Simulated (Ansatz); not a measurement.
**NaGeH3 (model cell, started as cubic perovskite with Ge in the octahedra): following an unstable mode**

Which phase does NaGeH3 (model cell, started as cubic perovskite with Ge in the octahedra) fall into along its unstable mode, and how much energy does it gain?

Calculated with Ansatz 0.2.0; DFT PBE, scalar-relativistic, plane waves, PAW.

Most raw output is cut from this account.

The structure was built from a prototype and need not be the compound's stable phase.

### 1. Starting point

The structure is cubic, space group Pm-3m (No. 221). Conventional cell: a = 3.923 Å, b = 3.923 Å, c = 3.923 Å, α = 90.00°, β = 90.00°, γ = 90.00°. Na has 12 H at 2.77 Å nearest. Ge has 6 H at 1.96 Å nearest. H has 2 Ge at 1.96 Å nearest. Farther neighbours are not listed.

### 2. The dispersion

The cell comes from relaxations at this level that are not shown. Stability and thermal properties need the whole zone. Linear response on a 4×4×4 q mesh gives force constants as far as a supercell of that size would.

The input, input.yaml:

```yaml
crystal:
  lattice:
    - [3.9232438297, 0.0, 0.0]
    - [0.0, 3.9232438297, 0.0]
    - [0.0, 0.0, 3.9232438297]
  atoms:
    - { symbol: Na, position: [0.0, 0.0, 0.0] }
    - { symbol: Ge, position: [0.5, 0.5, 0.5] }
    - { symbol: H, position: [0.5, 0.5, 0.0] }
    - { symbol: H, position: [0.5, 0.0, 0.5] }
    - { symbol: H, position: [0.0, 0.5, 0.5] }
kpoints:
  mp_grid: { grid: [12, 12, 12] }
hamiltonian:
  xc: pbe
scf:
  occupations: { method: methfessel_paxton, width: 0.2 }
output:
  eigenvalues: true
phonons:
  method: dfpt
  qmesh: [4, 4, 4]
  temperatures: { t_max: 1000, t_step: 50 }
  qpath:
    path:
      - [[0.0, 0.0, 0.0], [0.0, 0.5, 0.0], [0.5, 0.5, 0.0], [0.0, 0.0, 0.0], [0.5, 0.5, 0.5], [0.0, 0.5, 0.0]]
      - [[0.5, 0.5, 0.5], [0.5, 0.5, 0.0]]
    npoints: 10
```

On the command line:

```console
$ ansatz run input.yaml --threads 8 --pin off --max-ram 14336MiB --backend cpu --events-out ev --progress --plain --runs-dir out
```

It took 8.6 min on 8 threads of Arm Neoverse V2, shared host; peak memory 3.9 GiB.

This step gave:

- volume per atom: 12.08 Å³
- gap on the k-mesh: 0 eV
- sum-rule residual before enforcement: 2.11e-5 eV/Å²
- lowest frequency on the path: -1413 cm⁻¹
- point group: m-3m
- highest frequency on the path or at a solved wavevector: 1145 cm⁻¹
- highest optical mode at the zone centre (no LO-TO term): 642.6 cm⁻¹
- lowest optical zone-centre mode: -1210 cm⁻¹
- lowest mode on the q mesh (acoustic modes at Γ apart): -1413 cm⁻¹

Frequencies (cm⁻¹) solved at each irreducible wavevector; negative means imaginary. Frequencies by wavevector, by row:

| q in reciprocal lattice units | star | mode 1 | mode 2 | mode 3 | mode 4 | mode 13 | mode 14 | mode 15 |
| --- | --- | --- | --- | --- | --- | --- | --- | --- |
| 0 0 0 | 1 | -1210 | -1210 | -1210 | 0 | 642.6 | 642.6 | 642.6 |
| 0 0 0.25 | 6 | -1266 | -1266 | 26.2 | 26.2 | 631.5 | 631.5 | 772.3 |
| 0 0 -0.5 | 3 | -1338 | -1338 | 58.9 | 58.9 | 627.8 | 627.8 | 982.5 |
| 0 0.25 0.25 | 12 | -1304 | 35.1 | 43.2 | 62.4 | 664.5 | 733 | 878.3 |
| 0 0.25 -0.5 | 12 | -1352 | 59.2 | 65.5 | 81 | 727.2 | 741.3 | 1008 |
| 0 -0.5 -0.5 | 3 | -1413 | -223.7 | 60.2 | 70.4 | 812.3 | 818.2 | 1055 |
| 0.25 0.25 0.25 | 8 | 56.5 | 56.5 | 71.9 | 88.4 | 730.8 | 891.2 | 891.2 |
| 0.25 0.25 -0.5 | 12 | -62 | 69.7 | 73.2 | 78.7 | 739.6 | 898.4 | 1033 |
| 0.25 -0.5 -0.5 | 6 | -239.5 | -66.6 | -66.6 | 76 | 803.7 | 972.8 | 1077 |
| -0.5 -0.5 -0.5 | 1 | -254.2 | -254.2 | -254.2 | 88.8 | 795.1 | 1075 | 1075 |

Interpolated from a 4×4×4 q mesh. The phonon branches at the labelled points (cm⁻¹):

| point | branch 1 | branch 2 | branch 3 | branch 4 | branch 12 | branch 13 | branch 14 | branch 15 |
| --- | --- | --- | --- | --- | --- | --- | --- | --- |
| Γ | -1210 | -1210 | -1210 | 0 | 625 | 643 | 643 | 643 |
| halfway | -1266 | -1266 | 26 | 26 | 624 | 632 | 632 | 772 |
| X | -1338 | -1338 | 59 | 59 | 595 | 628 | 628 | 982 |
| halfway | -1352 | 59 | 66 | 81 | 617 | 727 | 741 | 1008 |
| M | -1413 | -224 | 60 | 70 | 568 | 812 | 818 | 1055 |
| halfway | -1304 | 35 | 43 | 62 | 633 | 664 | 733 | 878 |
| Γ | -1210 | -1210 | -1210 | 0 | 625 | 643 | 643 | 643 |
| halfway | 56 | 56 | 72 | 88 | 685 | 731 | 891 | 891 |
| R | -254 | -254 | -254 | 89 | 795 | 795 | 1075 | 1075 |
| halfway | -62 | 70 | 73 | 79 | 716 | 740 | 898 | 1033 |
| X | -1338 | -1338 | 59 | 59 | 595 | 628 | 628 | 982 |
| jump to R | -254 | -254 | -254 | 89 | 795 | 795 | 1075 | 1075 |
| halfway | -240 | -67 | -67 | 76 | 713 | 804 | 973 | 1077 |
| M | -1413 | -224 | 60 | 70 | 568 | 812 | 818 | 1055 |

Symmetry leaves 10 wavevectors to solve. The lowest mode among them, the acoustic zeros apart, lies at q = (0, -0.5, -0.5) and is imaginary, 1413.2i cm⁻¹, so the energy falls along it.

### 3. The mode frozen in, largest atomic shift 0 Å

The mode followed lies at q = (0, 0, -0.5) with frequency 1337.7i cm⁻¹ and is 2-fold degenerate, one of the unstable modes though not the softest. At small amplitude the distorted cell has space group no. 11 by a symmetry search on the positions. The undistorted cell that holds it gives the zero of energy on the same k mesh.

System of this step: NaGeH3 (model cell, started as cubic perovskite with Ge in the octahedra). Symmetry: Pm-3m, No. 221, cubic system. The conventional cell has a = 3.923 Å, b = 3.923 Å, c = 3.923 Å, α = 90.00°, β = 90.00°, γ = 90.00°. Nearest to Na lie 12 H at 2.77 Å. Nearest to Ge lie 6 H at 1.96 Å. Nearest to H lie 2 Ge at 1.96 Å. H has 2 Ge at 1.96 Å nearest. Farther neighbours are not listed.

The input, input.yaml:

```yaml
crystal:
  lattice:
    - [3.9232438297, 0.0, 0.0]
    - [0.0, 3.9232438297, 0.0]
    - [0.0, 0.0, 7.8464876594]
  atoms:
    - { symbol: Na, position: [0.0, 0.0, 0.5] }
    - { symbol: Na, position: [0.0, 0.0, 0.0] }
    - { symbol: Ge, position: [0.5, 0.5, 0.25] }
    - { symbol: Ge, position: [0.5, 0.5, 0.75] }
    - { symbol: H, position: [0.5, 0.5, 0.0] }
    - { symbol: H, position: [0.5, 0.5, 0.5] }
    - { symbol: H, position: [0.5, 0.0, 0.25] }
    - { symbol: H, position: [0.5, 0.0, 0.75] }
    - { symbol: H, position: [0.0, 0.5, 0.25] }
    - { symbol: H, position: [0.0, 0.5, 0.75] }
kpoints:
  mp_grid: { grid: [10, 10, 6] }
hamiltonian:
  xc: pbe
scf:
  occupations: { method: methfessel_paxton, width: 0.2 }
output:
  forces: true
  stress: true
  eigenvalues: true
```

Run time: 2.2 s. Hardware: 8 threads; peak memory 0.66 GiB.

This step gave:

| Item | Value |
| --- | --- |
| pressure | 0.05516 GPa |
| energy from the undistorted cell | 0 meV/atom |

The run ends at a pressure of 0.06 GPa.

### 4. The mode frozen in, largest atomic shift 0.32 Å

The atoms are moved along the unstable eigenvector, the largest shift by 0.32 Å, with the cell fixed.

input.yaml, the sections that differ from step 3:

```yaml
crystal:
  lattice:
    - [3.9232438297, 0.0, 0.0]
    - [0.0, 3.9232438297, 0.0]
    - [0.0, 0.0, 7.8464876594]
  atoms:
    - { symbol: Na, position: [0.0, 0.0, 0.5] }
    - { symbol: Na, position: [0.0, 0.0, 0.0] }
    - { symbol: Ge, position: [0.4990664506, 0.500294493, 0.25] }
    - { symbol: Ge, position: [0.5009335494, 0.499705507, 0.75] }
    - { symbol: H, position: [0.5, 0.5, 0.0] }
    - { symbol: H, position: [0.5, 0.5, 0.5] }
    - { symbol: H, position: [0.4995541588, -0.0257301114, 0.25] }
    - { symbol: H, position: [0.5004458412, 0.0257301114, 0.75] }
    - { symbol: H, position: [0.081565036, 0.5001406429, 0.25] }
    - { symbol: H, position: [-0.081565036, 0.4998593571, 0.75] }
# kpoints, hamiltonian, scf, output: as in step 3
```

It took 4.6 s on 8 threads; peak memory 0.95 GiB.

This step gave:

```
pressure                         : 1.677 GPa
energy from the undistorted cell : -28.20 meV/atom
```

The energy, extrapolated to zero smearing, is -28.20 meV/atom against the undistorted cell.

The run ends at a pressure of 1.68 GPa, with forces up to 0.53 eV/Å.

### 5. Energy along the mode, all amplitudes (two of the runs are shown above)

An imaginary frequency means negative curvature, so the energy should fall and then rise again as anharmonic terms take over.

This step gave:

```
depth at the lowest point sampled  : 28.20 meV/atom
largest atomic shift at that point : 0.32 Å
```

Table of energy from the parent by largest atomic shift:

| largest atomic shift (Å) | energy from the parent (meV/atom) |
| --- | --- |
| 0.000 | 0 |
| 0.040 | -1.24 |
| 0.080 | -4.46 |
| 0.140 | -11.2 |
| 0.220 | -21.0 |
| 0.320 | -28.2 |
| 0.450 | -13.4 |
| 0.600 | 78.2 |

Displacement at unit largest shift by atom:

| atom | x (Å) | y (Å) | z (Å) | size |
| --- | --- | --- | --- | --- |
| Na1 | 0.00 | 0.00 | 0.00 | 0.00 |
| Na2 | 0.00 | 0.00 | 0.00 | 0.00 |
| Ge3 | -0.01 | 0.00 | 0.00 | 0.01 |
| Ge4 | 0.01 | 0.00 | 0.00 | 0.01 |
| H5 | 0.00 | 0.00 | 0.00 | 0.00 |
| H6 | 0.00 | 0.00 | 0.00 | 0.00 |
| H7 | -0.01 | -0.32 | 0.00 | 0.32 |
| H8 | 0.01 | 0.32 | 0.00 | 0.32 |
| H9 | 1.00 | 0.00 | 0.00 | 1.00 |
| H10 | -1.00 | 0.00 | 0.00 | 1.00 |

The lowest of the steps tried is at 0.32 Å, 28.2 meV/atom below the parent; the bottom of the well need not coincide with a step.

### 6. Relaxation from the frozen mode

Starting from the lowest point found, all atoms and the cell are let go, so that strain and other modes of the same symmetry can join in.

Changes to input.yaml since step 4:

```diff
@@ -26 +26,6 @@
   eigenvalues: true
+relax:
+  adjacent_minimum: "off"
+  f_tol: 0.002
+  max_steps: 120
+  cell: { stress_tol: 0.03 }
```

It took 2.8 min on 8 threads; peak memory 1.2 GiB.

Step by step (22 of 29):

| step | energy less that of the first step (eV) | largest force component (eV/Å) | pressure (GPa) | volume (Å³) |
| --- | --- | --- | --- | --- |
| 1 | 0.0000 | 0.4617 | 1.68 | 120.77 |
| 2 | -0.2151 | 0.5613 | 0.02 | 127.87 |
| 4 | -0.4883 | 0.3709 | -0.57 | 137.40 |
| 5 | -0.5898 | 0.2679 | -0.33 | 136.44 |
| 6 | -0.6879 | 0.0602 | 0.16 | 134.99 |
| 8 | -0.7309 | 0.0215 | 0.32 | 133.02 |
| 9 | -0.7296 | 0.0813 | 0.00 | 134.43 |
| 10 | -0.7315 | 0.0225 | -0.04 | 134.21 |
| 12* | -0.8298 | 0.0063 | 0.87 | 134.15 |
| 13 | -0.8782 | 0.0190 | 0.78 | 136.17 |
| 14 | -0.9218 | 0.0206 | 0.49 | 140.89 |
| 16 | -0.9417 | 0.0231 | 0.00 | 148.07 |
| 17 | -0.9417 | 0.0257 | 0.03 | 148.23 |
| 18 | -0.9418 | 0.0015 | 0.00 | 148.38 |
| 20* | -0.9654 | 0.0032 | 0.10 | 148.40 |
| 21 | -0.9696 | 0.0151 | 0.18 | 150.32 |
| 22 | -0.9710 | 0.0369 | 0.17 | 153.72 |
| 24 | -0.9702 | 0.0217 | -0.03 | 155.87 |
| 25 | -0.9706 | 0.0004 | 0.00 | 155.57 |
| 26* | -0.9756 | 0.0009 | -0.01 | 155.57 |
| 28 | -0.9753 | 0.0007 | 0.01 | 156.37 |
| 29* | -0.9757 | 0.0007 | 0.00 | 156.37 |

Relaxation steps marked * repeat the geometry before them on a plane-wave basis chosen anew for their cell, so energy and pressure can jump there. Other such steps can lie between the rows shown. Relaxation step 9 was tried and not accepted.

Forces are held to the 4 operations that the run works with; a distortion that breaks them can't arise in this run.

| cell as run | before | after | change |
| --- | --- | --- | --- |
| a (Å) | 3.923 | 4.770 | +21.6 % |
| b (Å) | 3.923 | 4.771 | +21.6 % |
| c (Å) | 7.846 | 7.803 | -0.6 % |
| γ (°) | 90.00 | 61.71 | -31.4 % |
| volume (Å³/atom) | 12.08 | 15.64 | +29.5 % |

The atoms that moved most (Å, as changes of fractional coordinates times the final cell):

| atom | dx | dy | dz | length |
| --- | --- | --- | --- | --- |
| H8 | 0.353 | 0.724 | 0.000 | 0.806 |
| H7 | -0.353 | -0.724 | 0.000 | 0.806 |
| H10 | -0.466 | -0.289 | 0.000 | 0.548 |
| H9 | 0.466 | 0.289 | 0.000 | 0.548 |
| Ge4 | -0.140 | 0.136 | 0.000 | 0.195 |
| Ge3 | 0.140 | -0.136 | 0.000 | 0.195 |

This step gave:

```
pressure          : 0.004678 GPa
volume per atom   : 15.64 Å³
gap on the k-mesh : 0.8475 eV
```

The distorted start has space group P2_1/m; the relaxation ends in Cmcm.

### 7. The new phase in its own primitive cell

The relaxed structure is symmetrised, reduced to its primitive cell and relaxed tightly, as its phonons need.

The input, input.yaml:

```yaml
crystal:
  lattice:
    - [4.0953023563, -2.4466759926, 0.0]
    - [4.0953023563, 2.4466759926, 0.0]
    - [0.0, 0.0, 7.8030714295]
  atoms:
    - { symbol: Na, position: [0.0, 0.0, 0.5] }
    - { symbol: Na, position: [0.0, 0.0, 0.0] }
    - { symbol: Ge, position: [0.5393302759, 0.4606697241, 0.25] }
    - { symbol: Ge, position: [0.4606697241, 0.5393302759, 0.75] }
    - { symbol: H, position: [0.5, 0.5, 0.0] }
    - { symbol: H, position: [0.5, 0.5, 0.5] }
    - { symbol: H, position: [0.4600993822, 0.8276452393, 0.25] }
    - { symbol: H, position: [0.5399006178, 0.1723547607, 0.75] }
    - { symbol: H, position: [0.1723547607, 0.5399006178, 0.25] }
    - { symbol: H, position: [0.8276452393, 0.4600993822, 0.75] }
kpoints:
  mp_grid: { grid: [6, 6, 4] }
hamiltonian:
  xc: pbe
scf:
  occupations: { method: fixed }
output:
  forces: true
  stress: true
  eigenvalues: true
relax:
  adjacent_minimum: "off"
  f_tol: 0.001
  max_steps: 60
  cell: { stress_tol: 0.01 }
```

Run time: 11 s. Hardware: 8 threads; peak memory 0.68 GiB.

Step by step:

| step | energy less that of the first step (eV) | largest force component (eV/Å) | pressure (GPa) | volume (Å³) |
| --- | --- | --- | --- | --- |
| 1 | 0.0000 | 0.0172 | 0.04 | 156.37 |
| 2 | 0.0001 | 0.0363 | 0.00 | 156.66 |
| 3 | 0.0000 | 0.0020 | 0.01 | 156.59 |
| 4 | 0.0000 | 0.0037 | 0.00 | 156.73 |
| 5 | 0.0001 | 0.0024 | 0.00 | 156.84 |
| 6 | 0.0002 | 0.0008 | 0.00 | 156.99 |
| 7 | 0.0002 | 0.0002 | 0.00 | 157.09 |
| 8* | -0.0002 | 0.0002 | 0.00 | 157.09 |

Relaxation steps marked * repeat the geometry before them on a plane-wave basis chosen anew for their cell, so energy and pressure can jump there. Relaxation step 2 was tried and not accepted.

The run keeps the 8 symmetry operations that it works with, so distortions that break them were not tested.

| conventional cell, symmetrised | before | after | change |
| --- | --- | --- | --- |
| a (Å) | 8.191 | 8.222 | +0.4 % |
| b (Å) | 4.893 | 4.895 | +0.0 % |
| c (Å) | 7.803 | 7.806 | +0.0 % |
| volume (Å³/atom) | 15.64 | 15.71 | +0.5 % |

Final coordinates:

```cif
data_structure
_symmetry_space_group_name_H-M 'P 1'
_symmetry_Int_Tables_number 1
_cell_length_a 4.7845
_cell_length_b 4.7845
_cell_length_c 7.8056
_cell_angle_alpha 90.000
_cell_angle_beta 90.000
_cell_angle_gamma 61.537
_cell_volume 157.09
loop_
_atom_site_label
_atom_site_type_symbol
_atom_site_fract_x
_atom_site_fract_y
_atom_site_fract_z
_atom_site_occupancy
Na1 Na 0.00000 0.00000 0.50000 1
Na2 Na 0.00000 0.00000 0.00000 1
Ge3 Ge 0.54017 0.45983 0.25000 1
Ge4 Ge 0.45983 0.54017 0.75000 1
H5 H 0.50000 0.50000 0.00000 1
H6 H 0.50000 0.50000 0.50000 1
H7 H 0.46097 0.82600 0.25000 1
H8 H 0.53903 0.17400 0.75000 1
H9 H 0.17400 0.53903 0.25000 1
H10 H 0.82600 0.46097 0.75000 1
```

Numbers from this step:

| Item | Value |
| --- | --- |
| pressure | 4.36e-4 GPa |
| gap on the k-mesh | 0.8861 eV |
| volume per atom | 15.71 Å³ |
| direct gap on mesh | 1.136 eV |

The largest force component left is 0.21 meV/Å and the pressure is 0.000 GPa, within the tolerances set. The cell now holds 15.71 Å³/atom.

(Part 1 of 2 ends here.)

[Logs are printed without paths, hosts, clocks, repeated set-up lines and the standing remarks that a program may print on its own settings, such as how far it seeks lower states.]

[Hosts, paths, dates, database ids (printed as entryN), source tags and the programs' standing remarks are cut or masked in the printed files.]
